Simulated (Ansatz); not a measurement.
# Lattice dynamics of Hg2C (model cell, started as cuprite), part 2 of 2

Wanted: phonon frequencies of Hg2C (model cell, started as cuprite) and what follows from them.

Ansatz 0.2.0; DFT PBEsol, scalar-relativistic, plane waves, PAW.

So far. Step 4 (Tight relaxation): The forces vanish by symmetry and the pressure is -0.005 GPa, within the tolerances set. The cell now holds 19.40 Å³/atom. Step 5 (Zone-centre response): Before it was imposed, the acoustic sum rule was missed by 5.9e-5 eV/Å² and the charge sum rule by 0.0030 e. Small misses are needed for a sound result but don't prove that mesh and cutoff are converged. The lowest optical mode is real, 53.2 cm⁻¹. The relaxed cell has a = 4.882 Å (conventional setting).

The structure was built from a prototype and need not be the compound's stable phase.

In doubt: the program warns that the response may not be converged on this k-mesh (step 5), which bears on the force constants and all frequencies.

**6. The dispersion**

Stability and thermal properties need the whole zone. Linear response on a 2×2×2 q mesh gives force constants as far as a supercell of that size would, and the tensors from the zone-centre run are typed in so that the long-range dipole term is interpolated apart.

input.yaml reads:

```yaml
crystal:
  lattice:
    - [4.8823764645, 0.0, 0.0]
    - [0.0, 4.8823764645, 0.0]
    - [0.0, 0.0, 4.8823764645]
  atoms:
    - { symbol: C, position: [0.0, 0.0, 0.0] }
    - { symbol: C, position: [0.5, 0.5, 0.5] }
    - { symbol: Hg, position: [0.25, 0.25, 0.25] }
    - { symbol: Hg, position: [0.75, 0.75, 0.25] }
    - { symbol: Hg, position: [0.75, 0.25, 0.75] }
    - { symbol: Hg, position: [0.25, 0.75, 0.75] }
kpoints:
  mp_grid: { grid: [6, 6, 6] }
hamiltonian:
  xc: pbesol
scf:
  occupations: { method: fixed }
output:
  eigenvalues: true
phonons:
  method: dfpt
  qmesh: [2, 2, 2]
  temperatures: { t_max: 1000, t_step: 50 }
  qpath:
    path:
      - [[0.0, 0.0, 0.0], [0.0, 0.5, 0.0], [0.5, 0.5, 0.0], [0.0, 0.0, 0.0], [0.5, 0.5, 0.5], [0.0, 0.5, 0.0]]
      - [[0.5, 0.5, 0.5], [0.5, 0.5, 0.0]]
    npoints: 10
  non_analytic_term:
    high_frequency_dielectric_tensor: [[11.0777, 0.0, 0.0], [0.0, 11.0777, 0.0], [0.0, 0.0, 11.0777]]
    born_effective_charges:
      - { species: C, tensor: [[-1.8764, 0.0, 0.0], [0.0, -1.8764, 0.0], [0.0, 0.0, -1.8764]] }
      - { species: C, tensor: [[-1.8764, 0.0, 0.0], [0.0, -1.8764, 0.0], [0.0, 0.0, -1.8764]] }
      - { species: Hg, tensor: [[0.9382, 1.0902, 1.0902], [1.0902, 0.9382, 1.0902], [1.0902, 1.0902, 0.9382]] }
      - { species: Hg, tensor: [[0.9382, 1.0902, -1.0902], [1.0902, 0.9382, -1.0902], [-1.0902, -1.0902, 0.9382]] }
      - { species: Hg, tensor: [[0.9382, -1.0902, 1.0902], [-1.0902, 0.9382, -1.0902], [1.0902, -1.0902, 0.9382]] }
      - { species: Hg, tensor: [[0.9382, -1.0902, -1.0902], [-1.0902, 0.9382, 1.0902], [-1.0902, 1.0902, 0.9382]] }
    source: "zone-centre run at this cell"
```

Launch:

```console
> ansatz run input.yaml --threads 8 --pin off --max-ram 14336MiB --backend cpu --events-out ev --progress --plain --runs-dir out
```

Elapsed: 70 s, on 8 threads of Arm Neoverse V2, shared host; peak memory 1.9 GiB; 8.8 min of CPU time.

This step gave:

```yaml
sum_rule_residual_before_enforcement: 1.72e-5 eV/Å²
lowest_frequency_on_the_path: 0 cm⁻¹
highest_frequency_on_the_path_or_at_a_solved_wavevector: 658.8 cm⁻¹
mean_frequency: 253.6 cm⁻¹
debye_temperature_second_moment: 653 K
logarithmic_mean_frequency: 148.8 cm⁻¹
lowest_mode_on_the_q_mesh_acoustic_modes_at_gamma_apart: 33.61 cm⁻¹
zero_point_energy_per_atom: 47.15 meV
heat_capacity_at_300_k: 20.77 J/(mol atoms K)
vibrational_entropy_at_300_k: 35.83 J/(mol atoms K)
edges_of_the_widest_gap_between_branches_on_path_and_mesh: 190.9, 541.1 cm⁻¹
```

Frequencies (cm⁻¹) solved at each irreducible wavevector; negative means imaginary. Frequencies by wavevector, by row:

```
q in reciprocal lattice units  star  mode 1  mode 2  mode 3  mode 4  mode 16  mode 17  mode 18
                        0 0 0     1       0       0       0    53.2    639.9    639.9    639.9
                     0 0 -0.5     3    37.6    37.6    67.5    67.5    591.5      612      612
                  0 -0.5 -0.5     3    33.6    33.6    71.7    71.7    590.9    601.7    601.7
               -0.5 -0.5 -0.5     1    38.9    38.9    38.9    49.9    650.3    650.3    650.3
```

Interpolated from a 2×2×2 q mesh, with the LO-TO term (at Γ the limit along the path; where Γ stands inside the path, tables give the limit on arrival). Phonon branches along the path, in cm⁻¹:

```
    point  branch 1  branch 2  branch 3  branch 4  branch 15  branch 16  branch 17  branch 18
        Γ         0         0         0        53        551        640        640        659
  halfway        26        26        48        57        571        624        624        646
        X        38        38        68        68        592        592        612        612
  halfway        44        44        58        58        595        595        601        601
        M        34        34        72        72        591        591        602        602
  halfway        22        40        57        59        573        614        616        629
        Γ         0         0         0        53        551        640        640        659
  halfway        29        29        50        75        572        618        618        626
        R        39        39        39        50        541        650        650        650
  halfway        38        47        53        56        569        620        621        623
        X        38        38        68        68        592        592        612        612
jump to R        39        39        39        50        541        650        650        650
  halfway        38        38        55        56        561        630        630        637
        M        34        34        72        72        591        591        602        602
```

Tetrahedra on a 14×14×14 mesh, mean over bins of 10 cm-1. Interpolated from a 2×2×2 q mesh. The phonon density of states by wavenumber; read off at these points:

wavenumber (cm⁻¹), phonon density of states (1/cm⁻¹/cell) and a bar:
```
        5      0.001 
       25      0.033 #######
       35      0.109 #######################
       45      0.062 #############
       55      0.141 ##############################
       65      0.143 ##############################
       75      0.129 ###########################
       95      0.084 ##################
      105      0.137 #############################
      115      0.056 ############
      125      0.041 #########
      145      0.009 ##
      165      0.040 ########
      185      0.007 #
      195      0.000 
      215      0.000 
      235      0.000 
      255      0.000 
      265      0.000 
      285      0.000 
      305      0.000 
      325      0.000 
      335      0.000 
      355      0.000 
      375      0.000 
      395      0.000 
      405      0.000 
      425      0.000 
      445      0.000 
      465      0.000 
      475      0.000 
      495      0.000 
      515      0.000 
      535      0.000 
      545      0.010 ##
      565      0.081 #################
      575      0.107 ######################
      585      0.054 ###########
      605      0.066 ##############
      615      0.095 ####################
      635      0.036 ########
      655      0.003 #
```

The partial phonon density of states has structure finer than the step of the table below, so its rows give means over 25 cm⁻¹, whole bins alone (the curve runs from -10 to 687 cm⁻¹). Peaks (cm⁻¹: height): C 572.8: 0.0990, 616.7: 0.0847; Hg 60.1: 0.146, 103.9: 0.120, 165.3: 0.0351.

Phonopy on the run's constants, 11x11x11 mesh, Gaussian sigma 5.0 cm-1. Interpolated from a 2×2×2 q mesh. Partial phonon density of states against wavenumber; means over each step; values in 1/cm⁻¹/cell:

```
wavenumber (cm⁻¹)        C       Hg
               25  0.00140   0.0437
               50  0.00155    0.109
               75   8.3e-4    0.129
              100  0.00161    0.103
              125  0.00122   0.0417
              150   5.9e-4   0.0219
              175   3.7e-4   0.0218
              200   5.0e-6   9.0e-4
              225        0        0
              250        0        0
              275        0        0
              300        0        0
              325        0        0
              350        0        0
              375        0        0
              400        0        0
              425        0        0
              450        0        0
              475        0        0
              500        0        0
              525   2.8e-4   8.2e-7
              550   0.0274   3.3e-4
              575   0.0783  0.00200
              600   0.0528  0.00209
              625   0.0624  0.00270
              650   0.0111   5.2e-4
```

Harmonic thermodynamic functions per atom, from the density of states. Interpolated from a 2×2×2 q mesh. Thermodynamic functions, by row:

```
T (K)  F_vib (meV/atom)  S (J/mol-atom/K)  C_V (J/mol-atom/K)
    0             47.15                 0                   0
   50             45.69             7.673               10.64
  100             39.26              16.6               14.69
  200             15.73             27.92               18.24
  300             -17.5             35.83               20.77
  400            -57.97             42.03               22.23
  500            -104.2             47.09               23.08
  600            -155.3             51.35                23.6
  700            -210.5             55.01               23.93
  800            -269.2             58.22               24.15
  900              -331             61.08               24.31
 1000            -395.7             63.65               24.43
```

Harmonic mean-square displacement, third of the trace. Interpolated from a 2×2×2 q mesh. Mean square displacements, by row:

```
T (K)  C1 U_eq (Å²)  C2 U_eq (Å²)  Hg3 U_eq (Å²)  Hg4 U_eq (Å²)  Hg5 U_eq (Å²)  Hg6 U_eq (Å²)
    0       0.00305       0.00305        0.00126        0.00126        0.00126        0.00126
  100       0.00509       0.00509        0.00383        0.00383        0.00383        0.00383
  300       0.01069       0.01069        0.01096        0.01096        0.01096        0.01096
  600       0.01993       0.01993        0.02182        0.02182        0.02182        0.02182
```

Symmetry leaves 4 wavevectors to solve. The lowest mode among them, the acoustic zeros apart, lies at q = (0, -0.5, -0.5) and is real, 33.6 cm⁻¹.

**7. Outcome**

- space group after relaxation (within 0.01 Å): Pn-3m
- volume per atom: 19.4 Å³
- gap on the k-mesh: 0.445 eV
- highest optical mode at the zone centre (no LO-TO term): 640 cm⁻¹
- top of the zone-centre spectrum with the field: 659 cm⁻¹
- lowest optical zone-centre mode: 53.2 cm⁻¹
- mean high-frequency dielectric constant: 11.1
- mean static dielectric constant: 12.1
- largest Born charge (third of the trace): -1.88 e
- lowest mode on the q mesh (acoustic modes at Γ apart): 33.6 cm⁻¹
- highest frequency on the path or at a solved wavevector: 659 cm⁻¹
- zero-point energy per atom: 47.1 meV
- heat capacity at 300 K: 20.8 J/(mol atoms K)
- vibrational entropy at 300 K: 35.8 J/(mol atoms K)
- Debye temperature (second moment): 653 K
- imaginary modes on the 2×2×2 q mesh: none

**Reading.** The structure is a minimum as far as tested: no mode is imaginary at the 4 irreducible wavevectors of the 2×2×2 mesh, and the softest away from the acoustic zeros lies at 34 cm⁻¹. Without the field, the optical modes at Γ span 53 to 640 cm⁻¹. The highest mode in this list at Γ, 639.9 cm⁻¹, is mostly motion of C (95 % of the kinetic energy). With the macroscopic field of the longitudinal modes the top of the zone-centre spectrum lies at 659 cm⁻¹, against 640 cm⁻¹ without it. Lattice motion raises the mean dielectric constant from 11.08 to 12.10. The strongest infrared line is at 640 cm⁻¹. Averaged over orientations, the strongest Raman line at 532 nm and 300 K is at 551 cm⁻¹. The tensors are the static, non-resonant ones, while 532 nm light (2.33 eV) lies above the computed gap. On the path and the mesh, the widest gap between branches runs from 191 to 541 cm⁻¹. With the field response the log warns that the k mesh is coarse for the force constants too, so the frequencies may not be converged. The program warns that the interpolation holds no quadrupole term, so branches close to Γ can be off in this crystal. Spin-orbit coupling is left out, which can matter for the heavy elements here. The starting cell was built on a prototype and not taken from a measurement, so the phase need not exist. These are harmonic frequencies at zero temperature: anharmonic shifts, linewidths and thermal expansion are left out.

[Logs are printed without paths, hosts, clocks, repeated set-up lines and the standing remarks that a program may print on its own settings, such as how far it seeks lower states.]

[Hosts, paths, dates, database ids (printed as entryN), source tags and the programs' standing remarks are cut or masked in the printed files.]
